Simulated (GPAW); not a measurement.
A computed O K-edge spectrum of one site in a crystal of Cs, Li, Mo and O, with its zero at a photon energy of about 525.9 eV (raw 534.7 eV, less 8.8 eV of added terms; LDA puts this hole about 4 eV below PBE, itself good to a few eV). Method: GPAW, LDA, full core hole (charged cell) in a small cell, dipole transitions, broadening that rises with energy.

Energy from the lowest empty level; intensity scaled to a mean of 1 over the first 20 eV:

```csv
E (eV),intensity
-2.0,0.00
-1.0,0.03
0.0,2.62
1.0,0.91
2.0,3.18
3.0,0.31
4.0,0.34
5.0,0.94
6.0,0.69
7.0,0.66
8.0,0.93
9.0,0.98
10.0,1.20
11.0,1.21
12.0,0.98
13.0,0.79
14.0,0.80
15.0,0.81
16.0,0.76
17.0,0.78
18.0,0.86
19.0,0.86
20.0,0.81
21.0,0.80
22.0,0.83
23.0,0.85
24.0,0.86
25.0,0.86
26.0,0.86
27.0,0.87
28.0,0.92
29.0,0.96
30.0,0.96
31.0,0.89
32.0,0.82
```

Which coordination does this site have?

A K edge sees empty p states; the first features are O p mixed into the empty d states of the Mo neighbours, and the broad ones above probably into the cations' higher empty bands. It is atom 3 of CsLiMoO4 (F-43m), with 1 Mo at 1.76 Å and 1 Li at 1.87 Å (linear, site symmetry 3m). Its main maxima below 24 eV lie at 0.2 eV (2.93), 1.8 eV (3.35), 5.2 eV (0.97), 10.5 eV (1.26) and 18.5 eV (0.87). A near-edge spectrum doesn't fix the structure by itself; it is matched against candidates. The holes are only 5.9 Å apart, so the shape is probably not converged with cell size; no larger cell was run here. The mesh is coarse (0.26 Å⁻¹ between points), so small maxima may be mesh ripples. Lifetime broadening is put in by hand, and intensities beyond about 20 eV depend on it and on the partial waves. The structure is a computed Materials Project entry and may be a hypothetical form.

[Banner, clock and machine lines of the logs are left out without a mark of their own.]

[Logs are printed without paths, hosts, clocks, repeated set-up lines and the standing remarks that a program may print on its own settings, such as how far it seeks lower states.]

[Hosts, paths, dates, database ids (printed as entryN), source tags and the programs' standing remarks are cut or masked in the printed files.]

[Lists of maxima count a maximum above −3 eV only where it reaches 4 % of the highest in the window and stands out from its surroundings by 2 % of it (1.5 % where it reaches 55 %); shoulders and weaker maxima are passed over, and of the rest the first, up to two pre-edge ones and the few strongest are named.]
